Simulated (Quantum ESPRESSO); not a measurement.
# CoO: magnetism against volume, part 2 of 2

How does volume change the magnetic state of CoO?

Quantum ESPRESSO 7.5; PBE with U = 3.5 eV on Co d (ortho-atomic projectors); plane waves with GBRV 1.5 PBE potentials, no spin-orbit coupling.

So far, absolute magnetization (μB): step 2 (volume 0.88, ferro +) 2.78.

### 4. Volume 0.88, no spin polarisation

The input, pw.in:

```
&CONTROL
  calculation = 'scf'
  prefix = 'pwscf'
  outdir = './tmp'
  pseudo_dir = './pseudo'
  disk_io = 'nowf'
  tprnfor = .true.
  tstress = .true.
/
&SYSTEM
  ibrav = 0
  celldm(1) = 8
  nat = 2
  ntyp = 2
  ecutwfc = 40
  ecutrho = 280
  nbnd = 18
  occupations = 'smearing'
  smearing = 'fd'
  degauss = 0.00367493
/
&ELECTRONS
  conv_thr = 4d-09
  electron_maxstep = 150
  mixing_beta = 0.3
/
ATOMIC_SPECIES
Co     58.9332 co_pbe_v1.2.uspp.F.UPF
O      15.9990 o_pbe_v1.2.uspp.F.UPF
CELL_PARAMETERS alat
   0.0000000000000    0.4822637764403    0.4822637764403
   0.4822637764403    0.0000000000000    0.4822637764403
   0.4822637764403    0.4822637764403    0.0000000000000
ATOMIC_POSITIONS crystal
Co      0.0000000000    0.0000000000    0.0000000000
O       0.5000000000    0.5000000000    0.5000000000
K_POINTS automatic
10 10 10 0 0 0
HUBBARD {ortho-atomic}
U Co-3d 3.5000
```

The run is started by

```bash
> OMP_NUM_THREADS=1 mpirun -n 4 pw.x -nk 4 -in pw.in > pw.out
```

Output:

```text
     [... lines left out ...]
Program PWSCF v.7.5 starts
     [... lines left out ...]
     number of atoms/cell      =            2
     [... lines left out ...]
     number of electrons       =        23.00
     number of Kohn-Sham states=           18
     kinetic-energy cutoff     =      40.0000  Ry
     charge density cutoff     =     280.0000  Ry
     scf convergence threshold =      4.0E-09
     [... lines left out ...]
     48 Sym. Ops., with inversion, found
     [... lines left out ...]
     number of k points=    47  Fermi-Dirac smearing, width (Ry)=  0.0037
     [... lines left out ...]
     iteration # 12     ecut=    40.00 Ry     beta= 0.30
     [... lines left out ...]
     Tr[ns(  1)] =   7.56314
     [... lines left out ...]
     the Fermi energy is    16.5623 ev
!    total energy              =    -330.54885390 Ry
     estimated scf accuracy    <          1.9E-10 Ry
     smearing contrib. (-TS)   =      -0.00151020 Ry
     [... lines left out ...]
     convergence has been achieved in  12 iterations
     [... lines left out ...]
     Total force =     0.000000     Total SCF correction =     0.000000
     [... lines left out ...]
          total   stress  (Ry/bohr**3)                   (kbar)     P=       62.65
     [... lines left out ...]
```

The job ended after 3.4 s (4 MPI ranks of Intel Xeon Platinum 8559C (Emerald Rapids), shared host; peak memory 0.27 GiB; 13 s of CPU time).

Read from the output:

```
smearing term TS : 0.02055 eV
pressure         : 6.265 GPa
final state      : non-magnetic (no spin polarisation)
```

### 5. Volume 1.12, ferro +

pw.in, as its differences from that of step 4:

```diff
@@ -16,3 +16,3 @@
   ecutrho = 280
-  nbnd = 18
+  nbnd = 20
   occupations = 'smearing'
@@ -20,2 +20,5 @@
   degauss = 0.00367493
+  nspin = 2
+  starting_magnetization(1) = 0.1765
+  starting_magnetization(2) = 0
 /
@@ -30,5 +33,5 @@
 CELL_PARAMETERS alat
-   0.0000000000000    0.4822637764403    0.4822637764403
-   0.4822637764403    0.0000000000000    0.4822637764403
-   0.4822637764403    0.4822637764403    0.0000000000000
+   0.0000000000000    0.5226325159167    0.5226325159167
+   0.5226325159167    0.0000000000000    0.5226325159167
+   0.5226325159167    0.5226325159167    0.0000000000000
 ATOMIC_POSITIONS crystal
```

Output:

```text
     [... lines left out ...]
Program PWSCF v.7.5 starts
     [... lines left out ...]
     number of atoms/cell      =            2
     [... lines left out ...]
     number of electrons       =        23.00
     number of Kohn-Sham states=           20
     kinetic-energy cutoff     =      40.0000  Ry
     charge density cutoff     =     280.0000  Ry
     scf convergence threshold =      4.0E-09
     [... lines left out ...]
     48 Sym. Ops., with inversion, found
     [... lines left out ...]
     number of k points=    47  Fermi-Dirac smearing, width (Ry)=  0.0037
     [... lines left out ...]
     iteration # 13     ecut=    40.00 Ry     beta= 0.30
     [... lines left out ...]
     Magnetic moment per site  (integrated on atomic sphere of radius R)
     atom   1 (R=0.216)  charge= 14.7053  magn=  2.6400
     atom   2 (R=0.216)  charge=  5.8704  magn=  0.2679
     [... lines left out ...]
     Tr[ns(  1)] (up, down, total) =   4.98034  2.29028  7.27061
     [... lines left out ...]
     the Fermi energy is    11.0678 ev
!    total energy              =    -330.58744000 Ry
     estimated scf accuracy    <          2.6E-09 Ry
     smearing contrib. (-TS)   =      -0.00306447 Ry
     [... lines left out ...]
     total magnetization       =     3.00 Bohr mag/cell
     absolute magnetization    =     3.03 Bohr mag/cell
     convergence has been achieved in  13 iterations
     [... lines left out ...]
     Total force =     0.000000     Total SCF correction =     0.000000
     [... lines left out ...]
          total   stress  (Ry/bohr**3)                   (kbar)     P=     -145.06
     [... lines left out ...]
```

Elapsed: 6.6 s, on 4 MPI ranks; peak memory 0.31 GiB; 26 s of CPU time.

Read from the output:

* smearing term TS: 0.04169 eV
* pressure: -14.51 GPa
* magnetization: 2.999 μB
* absolute magnetization: 3.027 μB
* final state: ferromagnetic
* largest moment: 2.640 μB

### 6. The series

The runs not shown differ from these in the moved quantity alone.

Final states:

| volume | ferro + | antiferro q=(0,0,1/2) +- | no spin polarisation |
| --- | --- | --- | --- |
| 0.88 | ferromagnetic | antiferromagnetic | non-magnetic |
| 0.91 | ferromagnetic | antiferromagnetic | non-magnetic |
| 0.94 | ferromagnetic | antiferromagnetic | non-magnetic |
| 0.97 | ferromagnetic | antiferromagnetic | non-magnetic |
| 1 | ferromagnetic | antiferromagnetic | non-magnetic |
| 1.03 | ferromagnetic | antiferromagnetic | non-magnetic |
| 1.06 | ferromagnetic | antiferromagnetic | non-magnetic |
| 1.09 | ferromagnetic | antiferromagnetic | non-magnetic |
| 1.12 | ferromagnetic | antiferromagnetic | non-magnetic |

Table of largest site moment by volume:

| volume (factor) | ferro + (μB) | antiferro q=(0,0,1/2) +- (μB) |
| --- | --- | --- |
| 0.8800 | 2.43 | 2.49 |
| 0.9100 | 2.52 | 2.51 |
| 0.9400 | 2.57 | 2.52 |
| 0.9700 | 2.60 | 2.54 |
| 1.0000 | 2.61 | 2.55 |
| 1.0300 | 2.62 | 2.56 |
| 1.0600 | 2.63 | 2.57 |
| 1.0900 | 2.63 | 2.58 |
| 1.1200 | 2.64 | 2.59 |

Energy less that of the parallel start against volume; values in meV a seeded atom:

| volume (factor) | antiferro q=(0,0,1/2) +- | no spin polarisation |
| --- | --- | --- |
| 0.8800 | -68.5 | 389 |
| 0.9100 | -62.6 | 482 |
| 0.9400 | -54.8 | 570 |
| 0.9700 | -47.0 | 651 |
| 1.0000 | -39.7 | 725 |
| 1.0300 | -33.3 | 794 |
| 1.0600 | -27.6 | 857 |
| 1.0900 | -22.5 | 915 |
| 1.1200 | -18.1 | 968 |

The energy over the lowest by volume; values in meV an atom:

| volume (factor) | ferro + | antiferro q=(0,0,1/2) +- | no spin polarisation |
| --- | --- | --- | --- |
| 0.8800 | 138 | 104 | 332 |
| 0.9100 | 87.1 | 55.9 | 328 |
| 0.9400 | 51.5 | 24.1 | 336 |
| 0.9700 | 29.7 | 6.21 | 355 |
| 1.0000 | 19.9 | 0 | 383 |
| 1.0300 | 20.4 | 3.79 | 417 |
| 1.0600 | 29.8 | 16.1 | 458 |
| 1.0900 | 46.8 | 35.5 | 504 |
| 1.1200 | 70.0 | 60.9 | 554 |

### 7. Results

```
moment, parallel start       : 2.43 to 2.64 μB
states met from these starts : antiferromagnetic and ferromagnetic
```

**Reading.** The moment of the parallel start goes from 2.43 μB at 0.88 to 2.64 μB at 1.12. The net moment of the cell goes from 2.75 to 3.00 μB. The radius of the spheres follows the nearest distance, so part of the change of the site moments is the spheres'. The largest moment of the start antiferro q=(0,0,1/2) +- lies between 2.49 and 2.59 μB. The start antiferro q=(0,0,1/2) +- lies under the parallel one at every finished point, by 18.1 to 68.5 meV a seeded atom. The smearing term is large for its width, so states at the Fermi level are partly filled: at this level the cell is a metal or has a gap of a few widths at most. Degenerate orbitals of a corrected shell are partly filled. Whether a state of lower symmetry lies under this one was not tested; under a U it often does.

[Logs and program files are shortened in this print: banners, set-up blocks, solver, clock and traceback lines can be left out without a mark of their own.]

[Logs are printed without paths, hosts, clocks, repeated set-up lines and the standing remarks that a program may print on its own settings, such as how far it seeks lower states.]

[Hosts, paths, dates, database ids (printed as entryN), source tags and the programs' standing remarks are cut or masked in the printed files.]

[Where a cell is said to come from a database of computed structures, the database is the Materials Project.]
